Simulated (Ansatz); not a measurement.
**Debugging a many-body input for InSe (P-6m2)**

What is wrong with this input for InSe (P-6m2)?

Method: G0W0 on LDA, plane waves, PAW, in Ansatz 0.2.0.

### Step 1. The structure

The structure is hexagonal, space group P-6m2 (No. 187). The conventional cell has a = 3.975 Å, b = 3.975 Å, c = 16.264 Å, α = 90.00°, β = 90.00°, γ = 120.00°. Nearest to In lie 3 Se at 2.62 Å and 1 In at 2.74 Å. Nearest to Se lie 3 In at 2.62 Å. Nearest to Se lie 3 In at 2.62 Å. Farther neighbours and most contacts between anions are not listed.

The structure was relaxed with LDA. The runs that relaxed it are not among those shown. The default PAW set here is soft_2. Its files were made with PBE.

### Step 2. First try

input.yaml

```yaml
crystal:
  lattice:
    - [3.9748709455, 0.0, 0.0]
    - [-1.9874354728, 3.4423392156, 0.0]
    - [0.0, 0.0, 16.2636494814]
  atoms:
    - { symbol: In, position: [0.0, 0.0, 0.5842950809] }
    - { symbol: In, position: [0.0, 0.0, 0.4157049191] }
    - { symbol: In, position: [0.3333333333, 0.6666666667, 0.9156997426] }
    - { symbol: In, position: [0.3333333333, 0.6666666667, 0.0843002574] }
    - { symbol: Se, position: [0.6666666667, 0.3333333333, 0.8378264049] }
    - { symbol: Se, position: [0.6666666667, 0.3333333333, 0.1621735951] }
    - { symbol: Se, position: [0.3333333333, 0.6666666667, 0.6621026916] }
    - { symbol: Se, position: [0.3333333333, 0.6666666667, 0.3378973084] }
kpoints:
  mp_grid: { grid: [6, 6, 2] }
hamiltonian:
  xc: lda
scf:
  occupations: { method: fixed }
gw:
  n_empty_bands: 4
  ecut_chi: 60
  qp_bands: [v1, c9]
  qp_kpoints: band_edges
  screening: { model: contour_deformation }
```

Launch:

```bash
> ansatz run input.yaml --threads 3 --pin off --max-ram 92160MiB --backend cpu --events-out ev --progress --plain --runs-dir out
```

Numbers of over 12 decimals in the logs are rounded to 6 here.

The log of the run:

```text
Error: invalid value for `gw.qp_bands`: [v1, c9] must end among the 62 bands that are solved (gw.n_empty_bands), of which c4 is the highest
```

The job ended after 0.14 s (3 threads of AMD EPYC 7R13 (Zen 3), shared host; peak memory 0.11 GiB).

Q: What is the fault?

The input was rejected at the start.

The program's message: “Error: invalid value for `gw.qp_bands`: [v1, c9] must end among the 62 bands that are solved (gw.n_empty_bands), of which c4 is the highest”

The fault: window above the summed bands. Levels can be corrected only among the bands that are solved.

### Step 3. A better input

G0W0 replaces the xc potential by the self-energy, built once from these orbitals. Only a window of levels is corrected, while the sums run over the empty bands that the input names.

Changes to input.yaml since step 2:

```diff
@@ -21,5 +21,5 @@
 gw:
-  n_empty_bands: 4
-  ecut_chi: 60
-  qp_bands: [v1, c9]
+  n_empty_bands: 137
+  ecut_chi: 42
+  qp_bands: [v2, c2]
   qp_kpoints: band_edges
```

Launch:

```bash
> ansatz run input.yaml --threads 3 --pin off --max-ram 92160MiB --backend cuda --events-out ev --progress --plain --runs-dir out --devices 1 --max-vram 13GiB
```

The log of the run:

```text
GPUs: using 1 of 1 available (devices: 1).
[...]
device memory: the entry about to start is reckoned to put 4.3 GiB on a device that reports 57.8 GiB free (of which the cap on the GPU budget leaves the run 13.0 GiB)
GPU FFT provider: cuFFT
GPU libraries: cuBLAS 13.8.2, cuFFT 12.4.0, cuSOLVER 12.3.4
Crystal: 8 atoms, lattice volume = 222.533 Å³
Basis set: ecut = 420 eV, 4387 PW (Γ)
Bands: 70, of which v1, the nominal top of the filled ones, is band 58 counted from 1 (57 counted from 0)
Symmetry: 12 space group operations
[...]
k-points: 14 of 72 (time reversal used)
[...]
GPU buffer pool allocated for 87480 grid points (all kernels)
GPU transforms: local potential and band sums: pruned to the plane-wave sphere, on 25×27×120
[...]
SCF iter   1: F=—  HF=-43365.519850 eV  |F-HF|=—  |Δ(HF+E_count)|=         —  Δρ=6.88e-3  dr2=1.11e-1  ethr=1.77e-3  ⟨swp⟩=5.0  Hψ=3313  notcnv=0  defer=135
[...]
3    57      7.0470   -16.4567     1.6978   -14.9956  0.6356     7.2628     7.2837  root
     3    58      7.0623   -16.4822     1.6913   -15.0348  0.6359     7.2844     7.3062  root
     3    59      9.4480   -10.9821    -3.0600   -15.1903  0.6449    10.3405    10.5963  root ?
     3    60      9.4572   -10.9173    -3.0679   -15.1339  0.6448    10.3481    10.6059  root ?
[...]
12    57      5.6278   -14.9844     1.8156   -13.2822  0.6321     5.7339     5.7412  root
    12    58      5.8650   -15.4470     1.8395   -13.7423  0.6326     5.9904     5.9999  root
    12    59      9.2730    -7.2341    -3.1079   -10.9953  0.6497     9.6935     9.9263  root ?
    12    60      9.2938    -7.2271    -3.1373   -11.0225  0.6510     9.7259     9.9520  root ?
    13    57      5.6484   -15.0796     1.8299   -13.3649  0.6324     5.7561     5.7636  root
    13    58      6.0677   -16.1555     1.9791   -14.3325  0.6316     6.2122     6.2238  root
    13    59      9.0641    -7.3957    -3.1440   -11.2195  0.6525     9.5480     9.7439  root ?
    13    60      9.4091    -7.5732    -3.1197   -11.3546  0.6488     9.8519    10.0707  root ?
[key lines of the parts left out:]
SCF converged after 8 iterations
Free energy (F): -43365.489245 eV
Fermi energy:    7.715558 eV
```

It took 20 s on 1 × NVIDIA H100 80GB HBM3 (shared by 6 runs) with 3 threads; peak memory 1.4 GiB.

This step gave:

| Item | Value |
| --- | --- |
| bands summed | 195 |
| RPA ε∞ on this mesh (eigenvalues) | 9.436, 9.436, 306.1 |
| plane waves in the screening matrix | 137 |
| q-points in the mesh | 72 |
| G0W0 gap on the mesh | 0.9812 eV |
| k of the valence top | 0, 0, 0 |
| k of the conduction bottom | 0, 0, 0 |
| starting gap on the mesh | 0.1714 eV |
| Z at the valence top | 0.6409 |
| Z at the conduction bottom | 0.6555 |
| least direct G0W0 gap on the computed points | 0.9812 eV |

The gap on the mesh goes from 0.17 eV to 0.98 eV, a correction of +0.81 eV. The program marks an edge row as in doubt. Between the two edge states, bare exchange in place of the xc potential would open the gap by 4.97 eV, and correlation takes back 4.16 eV.

### Step 4. Summary of results

```
first try  : refused after 0.14 s
better run : G0W0 gap on the mesh 0.98 eV (6×6×2 mesh, 137 empty bands, screening to 42 eV)
```

What this shows: The second run differs in: empty bands, screening cutoff (eV) and levels asked. Bands and cutoff are finite, so the gap is not at the basis limit. The miss can reach some tenths of an eV and take either sign; the mesh is an error of its own. The 6×6×2 mesh is coarse for this cell (its supercell is 24 Å along the shortest edge). The RPA ε∞ on it, from the LDA start, is 9.44 and 306.08; such meshes misread the long-range screening, most where the gap is narrow. On this mesh the RPA ε∞ passes 90, more than nearly any semiconductor shows; a coarse mesh does this where one point with a narrow direct gap carries much weight. The screening is then too strong, and the G0W0 gap should not be taken as the material's. The many-body steps are scalar-relativistic: spin-orbit coupling is not in them. The program marks a band-edge row as in doubt, so the gap is less sure than its digits.

[Paths, hosts, dates, memory and timing lines, banners, echoed tables and standing remarks are left out of the program output.]

[Logs are printed without paths, hosts, clocks, repeated set-up lines and the standing remarks that a program may print on its own settings, such as how far it seeks lower states.]

[Runs of the session that timed out or met a known fault of the program may be left out.]

[Cells called generated may have been cut or substituted from an entry of the Crystallography Open Database or the Materials Project.]

[Hosts, paths, dates, database ids (printed as entryN), source tags and the programs' standing remarks are cut or masked in the printed files.]
